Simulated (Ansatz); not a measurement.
**NaCuNiS2: relaxing a made-up structure**

Starting from a made-up structure for NaCuNiS2, the aim is the relaxed cell, its shortest contacts and, where a second run follows, its electronic structure.

Main program and level: Ansatz 0.2.0; DFT, PBE, plane-wave PAW, files of the set soft_1, scalar-relativistic, ferromagnetic start, cell and ions relaxed at zero pressure; PAW set soft_1, in the first sound run; inputs show where later runs differ.

### 1. The structure

The structure is tetragonal, space group I-4m2 (No. 119). The conventional cell has a = 3.590 Å, b = 3.590 Å, c = 12.925 Å, α = 90.00°, β = 90.00°, γ = 90.00°. Nearest to Cu lie 4 S at 2.16 Å. Nearest to Ni lie 4 S at 2.16 Å. Nearest to S lie 2 Cu at 2.16 Å and 2 Ni at 2.16 Å and 4 Na at 3.25 Å. Nearest to Na lie 8 S at 3.25 Å and 4 Na at 3.59 Å. Farther neighbours and most contacts between anions are not listed.

### 2. Relaxing cell and atoms

The guessed cell has no reason to be at equilibrium. It is relaxed with the atoms, within the space group of the guess.

File input.yaml:

```yaml
crystal:
  lattice:
    - [-1.795, 1.795, 6.4625]
    - [1.795, -1.795, 6.4625]
    - [1.795, 1.795, -6.4625]
  atoms:
    - { symbol: Cu, position: [0.25, 0.75, 0.5], spin: 0.6 }
    - { symbol: Ni, position: [0.75, 0.25, 0.5], spin: 1.0 }
    - { symbol: S, position: [0.3429, 0.3429, 0.0] }
    - { symbol: S, position: [0.6571, 0.6571, 0.0] }
    - { symbol: Na, position: [0.0, 0.0, 0.0] }
magnetization:
  spin_polarized: true
kpoints:
  mp_grid: { grid: [10, 10, 10] }
scf:
  occupations: { method: fermi_dirac, width: 0.05 }
hamiltonian:
  xc: pbe
  pseudopotentials: { kind: paw, azcp: { folder: soft_1 } }
relax:
  f_tol: 0.015
  max_steps: 70
  cell: {}
output:
  forces: true
  stress: true
```

Started as:

```bash
$ ansatz run input.yaml --threads 4 --pin off --max-ram 8192MiB --backend cpu --events-out ev --progress --plain --runs-dir out
```

Numbers of over 12 decimals in the logs are rounded to 6 here.

What it wrote:

```text
basis.fft_grid_basis auto: the FFT boxes are laid along the combinations [[1, 0, 1], [0, 1, 1], [0, 0, 1]] of the cell's own vectors, 3.590, 3.590 and 6.943 Å long. The dense box has 24×24×48 points. Along the cell's own vectors, as sized, it would have 48×48×48, 4.00 times as many. Of the 8 symmetry operations that the crystal satisfies within crystal.symmetry.tolerance (time reversal apart; of a slab, those that ke [...]
Engine: ansatz 0.2.0, x86_64-unknown-linux-gnu
Pseudopotentials: kind: paw
Pseudopotential: Cu, paw, valence charge 19, recommended cutoff 420 eV (normal), soft_1/Cu.paw.azcp
Pseudopotential: Ni, paw, valence charge 18, recommended cutoff 420 eV (normal), soft_1/Ni.paw.azcp
Pseudopotential: S, paw, valence charge 6, recommended cutoff 420 eV (normal), soft_1/S.paw.azcp
Pseudopotential: Na, paw, valence charge 9, recommended cutoff 420 eV (normal), soft_1/Na.paw.azcp
Functional definition: PBE
  parameter kappa = 0.804
  parameter beta = 0.066725
  exchange = pbe_x(kappa = kappa, mu = beta*pi^2/3)
  correlation = pbe_c(beta = beta)
Crystal: 5 atoms, lattice volume = 83.289 Å³
Basis set: ecut = 420 eV, 1637 PW (Γ), FFT grids on a1+a3, a2+a3, a3, exchange–correlation on 48×48×96 points (8 copies of the dense FFT grid, shifted against one another)
Bands: 36, of which v1, the nominal top of the filled ones, is band 29 counted from 1 (28 counted from 0)
Symmetry: 8 space group operations
Space group: I-4m2 (ITA 119), of the structure as read, at distance tolerance 4.4e-5 Å
Magnetic group: BNS 119.315 (UNI 975), of the structure as read, at distance tolerance 4.4e-5 Å
k-points: 102 of 1000 (time reversal used)
Non-local potential: Cu, projectors of the file, l = 0: 3, l = 1: 2, l = 2: 3, l = 3: 1
Non-local potential: Ni, projectors of the file, l = 0: 3, l = 1: 2, l = 2: 3, l = 3: 1
Non-local potential: S, projectors of the file, l = 0: 2, l = 1: 2, l = 2: 1
Non-local potential: Na, projectors of the file, l = 0: 3, l = 1: 2, l = 2: 1
PAW form: soft (Blöchl's): semilocal exchange-correlation on the pseudo side does not see the compensation charge
PAW one-centre angular grid: Cu, 590 points (default); XC on 64 Gauss nodes
PAW one-centre angular grid: Ni, 590 points (default); XC on 64 Gauss nodes
PAW one-centre angular grid: S, 110 points (default); XC on 64 Gauss nodes
PAW one-centre angular grid: Na, 110 points (default); XC on 64 Gauss nodes
Initial density: superposition of atomic densities (chi_scale 0.1, normalization cell, long waves kept (reshape's long-wave potential 0.13 eV rms))
Starting moments: Σ|m| = 1.6 μB on 2 of 5 sites
Initial wavefunctions: pseudopotential atomic-orbital guess
Functional: x = pbe(κ = 0.804, μ = 0.219515), c = pbe(β = 0.066725)
SCF iter   1: F=—  HF=-15755.602186 eV  |F-HF|=—  |Δ(HF+E_count)|=         —  Δρ=8.57e-2 (↑6.61e-2 ↓8.57e-2)  dr2=1.57e1  dr2_m=1.26e-1  M=1.099 μB ∫|m|=1.121 μB  β_m=0.30  ethr=3.10e-3  ⟨swp⟩=7.0  Hψ=32582  notcnv=0  defer=3
Mixer restart at iter 1: flushing history
preconditioner: auto → Kerker (q_TF=auto, 2.569 Å⁻¹)  [metal: Δε(μ)=0.004 eV  Ē_g=8.607 eV  σ=0.050 eV  W_gap=0.02  n_scr=24 (ndim 8)  ℏωp=23.7 eV  f_vac=0.040  D(μ)=4.81/eV (n_scr^D=50)]
spin=Collinear: Kerker preconditioning applied to the charge; magnetization (m = ρ↑ − ρ↓) channel mixes plain (no charge-response kernel on spin).
SCF iter   2: F=—  HF=-15756.703312 eV  |F-HF|=—  |Δ(HF+E_count)|=    1.10e0  Δρ=2.92e-2 (↑2.65e-2 ↓2.92e-2)  dr2=1.14e0  dr2_m=4.86e-2  M=1.034 μB ∫|m|=1.036 μB  β_m=0.28  ethr=3.10e-3  ⟨swp⟩=3.0  Hψ=16860  notcnv=0  defer=295
SCF iter   3: F=—  HF=-15756.325033 eV  |F-HF|=—  |Δ(HF+E_count)|=   3.78e-1  Δρ=2.28e-2 (↑1.49e-2 ↓2.28e-2)  dr2=1.16e0  dr2_m=7.43e-2  M=0.953 μB ∫|m|=0.957 μB  β_m=0.41  ethr=1.96e-3  ⟨swp⟩=2.0  Hψ=15603  notcnv=0  defer=312
SCF iter   4: F=—  HF=-15756.848533 eV  |F-HF|=—  |Δ(HF+E_count)|=   5.23e-1  Δρ=1.62e-2 (↑1.17e-2 ↓1.62e-2)  dr2=4.91e-1  dr2_m=7.50e-2  M=0.787 μB ∫|m|=0.793 μB  β_m=0.70  ethr=1.96e-3  ⟨swp⟩=2.3  Hψ=10316  notcnv=0  defer=312
SCF iter   5: F=—  HF=-15757.055340 eV  |F-HF|=—  |Δ(HF+E_count)|=   2.07e-1  Δρ=1.73e-2 (↑5.34e-3 ↓1.73e-2)  dr2=2.48e-1  dr2_m=3.76e-2  M=0.476 μB ∫|m|=0.486 μB  β_m=0.60  ethr=8.46e-4  ⟨swp⟩=3.2  Hψ=13602  notcnv=0  defer=303
SCF iter   6: F=—  HF=-15757.011616 eV  |F-HF|=—  |Δ(HF+E_count)|=         —  Δρ=1.95e-2 (↑1.95e-2 ↓9.32e-3)  dr2=4.64e-1  dr2_m=3.78e-2  M=0.172 μB ∫|m|=0.197 μB  β_m=0.60  ethr=4.28e-4  ⟨swp⟩=3.0  Hψ=15825  notcnv=0  defer=299
Mixer restart at iter 6: flushing history
SCF iter   7: F=—  HF=-15757.143277 eV  |F-HF|=—  |Δ(HF+E_count)|=   1.32e-1  Δρ=2.08e-2 (↑1.35e-2 ↓2.08e-2)  dr2=4.78e-1  dr2_m=2.42e-2  M=0.104 μB ∫|m|=0.121 μB  β_m=0.47  ethr=4.28e-4  ⟨swp⟩=3.0  Hψ=16703  notcnv=0  defer=298
SCF iter   8: F=—  HF=-15757.033096 eV  |F-HF|=—  |Δ(HF+E_count)|=   1.10e-1  Δρ=6.65e-3 (↑6.65e-3 ↓4.11e-3)  dr2=3.76e-2  dr2_m=1.56e-2  M=0.102 μB ∫|m|=0.117 μB  β_m=0.57  ethr=4.28e-4  ⟨swp⟩=2.2  Hψ=15007  notcnv=0  defer=297
SCF iter   9: F=—  HF=-15757.044876 eV  |F-HF|=—  |Δ(HF+E_count)|=   1.18e-2  Δρ=6.59e-3 (↑6.59e-3 ↓4.91e-3)  dr2=5.53e-2  dr2_m=3.92e-3  M=0.049 μB ∫|m|=0.056 μB  β_m=0.46  ethr=6.48e-5  ⟨swp⟩=2.0  Hψ=14053  notcnv=0  defer=297
SCF iter  10: F=—  HF=-15757.032982 eV  |F-HF|=—  |Δ(HF+E_count)|=   1.19e-2  Δρ=3.01e-3 (↑2.05e-3 ↓3.01e-3)  dr2=1.25e-2  dr2_m=4.97e-4  M=0.018 μB ∫|m|=0.020 μB  β_m=0.67  ethr=6.48e-5  ⟨swp⟩=2.0  Hψ=12750  notcnv=0  defer=298
SCF iter  11: F=—  HF=-15757.034205 eV  |F-HF|=—  |Δ(HF+E_count)|=   1.22e-3  Δρ=7.58e-4 (↑2.73e-4 ↓7.58e-4)  dr2=4.20e-4  dr2_m=1.38e-4  M=0.009 μB ∫|m|=0.010 μB  β_m=0.84  ethr=2.15e-5  ⟨swp⟩=2.0  Hψ=9761  notcnv=0  defer=298
SCF iter  12: F=—  HF=-15757.034307 eV  |F-HF|=—  |Δ(HF+E_count)|=   1.02e-4  Δρ=1.89e-4 (↑1.89e-4 ↓1.53e-4)  dr2=9.31e-5  dr2_m=5.80e-7  M=-0.001 μB ∫|m|=0.001 μB  β_m=0.86  ethr=7.23e-7  ⟨swp⟩=2.0  Hψ=10103  notcnv=0  defer=298
SCF iter  13: F=—  HF=-15757.034300 eV  |F-HF|=—  |Δ(HF+E_count)|=   7.40e-6  Δρ=4.44e-5 (↑4.44e-5 ↓3.33e-5)  dr2=6.60e-6  dr2_m=5.06e-8  M=0.000 μB ∫|m|=0.000 μB  β_m=0.92  ethr=1.61e-7  ⟨swp⟩=2.2  Hψ=9695  notcnv=0  defer=298
SCF iter  14: F=—  HF=-15757.034300 eV  |F-HF|=—  |Δ(HF+E_count)|=   2.98e-7  Δρ=1.64e-5 (↑1.64e-5 ↓1.59e-5)  dr2=1.45e-6  dr2_m=1.14e-9  M=0.000 μB ∫|m|=0.000 μB  β_m=0.87  ethr=1.14e-8  ⟨swp⟩=2.0  Hψ=11353  notcnv=0  defer=298
[...]
preconditioner: auto → Kerker (q_TF=auto, 2.309 Å⁻¹)  [metal: Δε(μ)=0.010 eV  Ē_g=11.723 eV  σ=0.050 eV  W_gap=0.05  n_scr=20 (ndim 8)  ℏωp=25.4 eV  f_vac=0.071  D(μ)=3.86/eV (n_scr^D=32)]
spin=Collinear: Kerker preconditioning applied to the charge; magnetization (m = ρ↑ − ρ↓) channel mixes plain (no charge-response kernel on spin).
SCF iter   2: F=—  HF=-15757.856264 eV  |F-HF|=—  |Δ(HF+E_count)|=   9.79e-3  Δρ=2.76e-4 (↑2.76e-4 ↓2.76e-4)  dr2=2.85e-5  dr2_m=2.55e-11  M=-0.000 μB ∫|m|=0.000 μB  β_m=0.51  ethr=1.11e-7  ⟨swp⟩=2.0  Hψ=10564  notcnv=0
SCF iter   3: F=—  HF=-15757.857193 eV  |F-HF|=—  |Δ(HF+E_count)|=   9.29e-4  Δρ=1.85e-4 (↑1.85e-4 ↓1.85e-4)  dr2=2.90e-5  dr2_m=2.11e-11  M=-0.000 μB ∫|m|=0.000 μB  β_m=0.42  ethr=4.92e-8  ⟨swp⟩=2.0  Hψ=13254  notcnv=0
SCF iter   4: F=—  HF=-15757.857635 eV  |F-HF|=—  |Δ(HF+E_count)|=   4.42e-4  Δρ=3.97e-5 (↑3.97e-5 ↓3.96e-5)  dr2=1.03e-6  dr2_m=2.46e-11  M=-0.000 μB ∫|m|=0.000 μB  β_m=0.57  ethr=4.92e-8  ⟨swp⟩=2.0  Hψ=9598  notcnv=0
SCF iter   5: F=—  HF=-15757.857661 eV  |F-HF|=—  |Δ(HF+E_count)|=   2.63e-5  Δρ=2.19e-5 (↑2.19e-5 ↓2.17e-5)  dr2=1.06e-6  dr2_m=1.37e-11  M=-0.000 μB ∫|m|=0.000 μB  β_m=0.79  ethr=1.78e-9  ⟨swp⟩=2.0  Hψ=10175  notcnv=0
SCF iter   6: F=—  HF=-15757.857665 eV  |F-HF|=—  |Δ(HF+E_count)|=   3.69e-6  Δρ=1.43e-5 (↑1.42e-5 ↓1.43e-5)  dr2=3.07e-7  dr2_m=4.26e-12  M=-0.000 μB ∫|m|=0.000 μB  β_m=0.70  ethr=1.78e-9  ⟨swp⟩=2.0  Hψ=13210  notcnv=0
SCF iter   7: F=—  HF=-15757.857665 eV  |F-HF|=—  |Δ(HF+E_count)|=   6.38e-7  Δρ=4.97e-6 (↑4.97e-6 ↓4.91e-6)  dr2=9.26e-8  dr2_m=1.49e-12  M=-0.000 μB ∫|m|=0.000 μB  β_m=0.76  ethr=5.30e-10  ⟨swp⟩=2.0  Hψ=13054  notcnv=0
SCF iter   8: F=—  HF=-15757.857665 eV  |F-HF|=—  |Δ(HF+E_count)|=   3.11e-8  Δρ=3.55e-6 (↑3.55e-6 ↓3.47e-6)  dr2=5.40e-8  dr2_m=2.37e-12  M=-0.000 μB ∫|m|=0.000 μB  β_m=0.76  ethr=1.60e-10  ⟨swp⟩=2.2  Hψ=10217  notcnv=0
SCF iter   9: F=—  HF=-15757.857665 eV  |F-HF|=—  |Δ(HF+E_count)|=   1.30e-8  Δρ=1.42e-6 (↑1.42e-6 ↓1.40e-6)  dr2=6.83e-9  dr2_m=5.84e-13  M=-0.000 μB ∫|m|=0.000 μB  β_m=0.88  ethr=9.31e-11  ⟨swp⟩=2.0  Hψ=10132  notcnv=0
SCF iter  10: F=—  HF=-15757.857665 eV  |F-HF|=—  |Δ(HF+E_count)|=   2.11e-9  Δρ=7.80e-7 (↑7.40e-7 ↓7.80e-7)  dr2=1.45e-9  dr2_m=3.45e-13  M=-0.000 μB ∫|m|=0.000 μB  β_m=0.86  ethr=1.18e-11  ⟨swp⟩=2.1  Hψ=10886  notcnv=0
SCF iter  11: F=—  HF=-15757.857638 eV  |F-HF|=—  |Δ(HF+E_count)|=   2.71e-5  Δρ=8.33e-7 (↑8.24e-7 ↓8.33e-7)  dr2=2.67e-9  dr2_m=2.04e-13  M=-0.000 μB ∫|m|=0.000 μB  β_m=0.86  ethr=2.50e-12  ⟨swp⟩=3.0  Hψ=16314  notcnv=0
SCF iter  12: F=—  HF=-15757.857638 eV  |F-HF|=—  |Δ(HF+E_count)|=   1.18e-9  Δρ=8.82e-7 (↑8.70e-7 ↓8.82e-7)  dr2=2.81e-9  dr2_m=1.77e-13  M=-0.000 μB ∫|m|=0.000 μB  β_m=0.93  ethr=2.50e-12  ⟨swp⟩=1.0  Hψ=7344  notcnv=0
SCF iter  13: F=—  HF=-15757.857638 eV  |F-HF|=—  |Δ(HF+E_count)|=   1.04e-9  Δρ=7.16e-7 (↑7.16e-7 ↓7.15e-7)  dr2=2.34e-9  dr2_m=1.17e-13  M=-0.000 μB ∫|m|=0.000 μB  β_m=0.93  ethr=2.50e-12  ⟨swp⟩=2.0  Hψ=9746  notcnv=0
SCF iter  14: F=—  HF=-15757.857638 eV  |F-HF|=—  |Δ(HF+E_count)|=   2.00e-9  Δρ=4.18e-7 (↑4.17e-7 ↓4.18e-7)  dr2=8.78e-10  dr2_m=1.35e-13  M=-0.000 μB ∫|m|=0.000 μB  β_m=0.92  ethr=2.50e-12  ⟨swp⟩=2.0  Hψ=10172  notcnv=0
SCF iter  15: F=—  HF=-15757.857638 eV  |F-HF|=—  |Δ(HF+E_count)|=   1.13e-9  Δρ=1.13e-7 (↑1.13e-7 ↓1.13e-7)  dr2=6.47e-11  dr2_m=1.10e-14  M=-0.000 μB ∫|m|=0.000 μB  β_m=0.90  ethr=1.51e-12  ⟨swp⟩=2.0  Hψ=11420  notcnv=0
SCF iter  16: F=-15757.857638 eV  HF=-15757.857638 eV  |F-HF|=2.55e-11  |Δ(HF+E_count)|=  4.73e-11  Δρ=6.05e-8 (↑6.05e-8 ↓5.98e-8)  dr2=1.10e-11  dr2_m=1.64e-15  M=-0.000 μB ∫|m|=0.000 μB  ethr=1.00e-12  ⟨swp⟩=3.0  Hψ=24249  notcnv=0
the starting moments were not kept: the SCF closed with an absolute magnetisation of 1.9e-7 μB, where they sum to 1.6 μB in size (2 sites). That is at most 0.1 of that sum. Measured as dr2_m measures the in/out step, that magnetisation stands 4.7e-14 eV from none, at or under the dr2_threshold of 5.0e-11 eV: it is no larger than a step whose dr2_m would equal this threshold.
SCF 7 converged in 16 iterations: F = -15757.857638 eV  dr2 = 1.10e-11
relax step   7: F+E_penalty+E_count = -15757.85763839 eV  Δ(F+E_penalty+E_count) = -8.411e-4 eV  max|allowed force component| = 5.234e-3 eV/Å  Δτ_max = 0.0000 Å  P = +0.001 GPa  Ω = 85.363 Å³  stress off target by 4.12e-2 GPa  SCF on the basis re-selected at this cell (its energy is not comparable with the rows above)  (16 SCF iters)
basis re-selected at this cell: Δ(F+E_penalty+E_count) = -8.411e-4 eV, ΔP = +0.007 GPa vs the last step (what re-selecting the basis moved, of the pressure what is left beyond the Pulay correction that the steps carried, after the strain that the cell walked since its last selection, with what the two solves' SCF thresholds leave and, on support functions, any second-order correction that the steps lacked; it is no measure of the basis error at this ecutwfc). The dense FFT grid was sized anew with the basis: this SCF ran on 27×27×45 points, the steps before it on 24×24×48, so part of this shift can come from that change (see relax.cell in the input reference). [rest of the remark cut]
SCF converged after 16 iterations
Magnetization: -0.0000 μB (29.0000 up, 29.0000 down)
Absolute magnetization: 0.0000 μB (∫|ρ↑−ρ↓|, with the PAW one-centre terms)
Spin contamination: 0.0000 ħ² per cell (⟨S²⟩ above its minimum at these occupations)
Per-site moments (μB) at R_I (Å): [(-1.1887067897630711e-8, 0.950862), (-1.2687484507246637e-7, 0.950862), (-1.5570630751480893e-8, 0.950862), (-1.5570630646509572e-8, 0.950862), (-9.084618419927331e-10, 1.298599)]
Free energy (F): -15757.857638 eV
Harris-Foulkes:  -15757.857638 eV  (|F-HF|=2.55e-11)
Internal energy: -15757.825189 eV  (E = F + TS)
E sigma→0 (E₀):  -15757.841413 eV
Entropy (-TS):   -0.032450 eV (-6.490 meV/atom)
Fermi energy:    8.589042 eV
--- Per-component energies (eV) ---
  E_band       = -1125.273239
  E_kinetic    = 925.315479
  E_local      = -13286.423107  (includes V_loc(G=0)·N_el)
  E_nonlocal   = 1124.033342
  E_hartree    = 6011.181777
  E_xc         = -396.216757
  E_vxc        = -447.165950  (∫ρ·V_xc dr)
  E_paw        = -4985.160335  (= ΣΔE_a)
  E_vpaw       = -1463.398383  (= ΣTr[D̂ρ^β])
  E_aug_tail   = 0.001875  (compensation charges beyond the density's cutoff)
  E_ewald      = -5150.557462
  E_smearing   = -0.032450  (= −TS)
  E_closure    = -0.000000  (closes the sum)
  Σ components = -15757.857638   (vs F -15757.857638, Δ=0.00e0)
--- Forces (eV/Å), atoms counted from 1 ---
  atom   1  Cu    -0.00000000     0.00000000    -0.00000000
  atom   2  Ni     0.00000000     0.00000000     0.00000000
  atom   3  S     -0.00000000     0.00000000    -0.00523364
  atom   4  S      0.00000000     0.00000000     0.00523364
  atom   5  Na     0.00000000     0.00000000     0.00000000
  max |Σ_I F_I| component: 1.73e-18 eV/Å
--- Stress (GPa, compression-positive) ---
        0.021721       0.000000      -0.000000
        0.000000       0.021721       0.000000
       -0.000000       0.000000      -0.041181
  P = ⅓ Tr σ = 0.0008 GPa (0.008 kbar)
--- Relaxed structure (6 steps of the walk, 6 accepted, 1 SCFs on fresh bases) ---
  F+E_penalty+E_count = -15757.85763839 eV   max|allowed force component| = 5.234e-3 eV/Å   (the final SCF, on the basis selected at the relaxed cell)
  cell:  # Å, volume = 85.3625 Å³
    - [-1.881486, 1.881486, 6.028441]
    - [1.881486, -1.881486, 6.028441]
    - [1.881486, 1.881486, -6.028441]
  atoms:
    - { symbol: Cu, position: [0.25, 0.75, 0.5] }
    - { symbol: Ni, position: [0.75, 0.25, 0.5] }
    - { symbol: S, position: [0.360457, 0.360457, 5.520841654747713e-18] }
    - { symbol: S, position: [0.639543, 0.639543, 1.466254541621793e-17] }
    - { symbol: Na, position: [-1.6189633987597948e-19, -1.618963398759718e-19, 0] }
```

The job ended after 1.7 min (4 threads of Intel Xeon Platinum 8488C (Sapphire Rapids), shared host; peak memory 0.84 GiB; 6 min of CPU time).

The steps of the relaxation:

| step | energy less that of the first step (eV) | largest force component (eV/Å) | pressure (GPa) | volume (Å³) |
| --- | --- | --- | --- | --- |
| 1 | 0.0000 | 3.1422 | 14.52 | 83.29 |
| 2 | -0.5938 | 1.5227 | 7.20 | 83.44 |
| 3 | -0.8017 | 0.4117 | 2.07 | 84.50 |
| 4 | -0.8218 | 0.0652 | 0.40 | 85.12 |
| 5 | -0.8225 | 0.0023 | 0.03 | 85.32 |
| 6 | -0.8225 | 0.0043 | -0.01 | 85.36 |
| 7* | -0.8233 | 0.0052 | 0.00 | 85.36 |

Relaxation steps marked * repeat the geometry before them on a plane-wave basis chosen anew for their cell, so energy and pressure can jump there.

The run keeps the 8 symmetry operations that it works with, so distortions that break them were not tested.

| conventional cell, symmetrised | before | after | change |
| --- | --- | --- | --- |
| a (Å) | 3.590 | 3.763 | +4.8 % |
| b (Å) | 3.590 | 3.763 | +4.8 % |
| c (Å) | 12.925 | 12.057 | -6.7 % |
| volume (Å³/atom) | 16.66 | 17.07 | +2.5 % |

The atoms that moved most (Å, as changes of fractional coordinates times the final cell):

| atom | dx | dy | dz | length |
| --- | --- | --- | --- | --- |
| S4 | 0.000 | 0.000 | -0.212 | 0.212 |
| S3 | 0.000 | 0.000 | 0.212 | 0.212 |

Final coordinates:

```xyz
5
Lattice="-1.8815 1.8815 6.0284 1.8815 -1.8815 6.0284 1.8815 1.8815 -6.0284" Properties=species:S:1:pos:R:3 pbc="T T T"
Cu    1.8815    0.0000    3.0142
Ni    0.0000    1.8815    3.0142
S     0.0000    0.0000    4.3460
S     0.0000    0.0000    7.7109
Na    0.0000    0.0000    0.0000
```

This step gave:

```
free energy             : -15757.8576 eV
energy at zero smearing : -15757.8414 eV
smearing term TS        : 0.03245 eV
Fermi energy            : 8.589 eV
electrons               : 58
symmetry operations     : 8
pressure                : 7.53e-4 GPa
```

Shortest distances by pair of elements, guess and relaxed (not always the same contact):

| pair | guess (Å) | relaxed (Å) |
| --- | --- | --- |
| Cu–S | 2.160 | 2.305 |
| Ni–S | 2.160 | 2.305 |
| Cu–Ni | 2.539 | 2.661 |
| Na–S | 3.251 | 3.148 |
| S–S | 3.494 | 3.365 |

The relaxation ends with a largest force component of 0.0052 eV/Å and a pressure of 0.00 GPa. No moment survives the cycle: this start ends non-magnetic.

(Part 1 of 2 ends here.)

[Logs are printed without paths, hosts, clocks, repeated set-up lines and the standing remarks that a program may print on its own settings, such as how far it seeks lower states.]

[Hosts, paths, dates, database ids (printed as entryN), source tags and the programs' standing remarks are cut or masked in the printed files.]
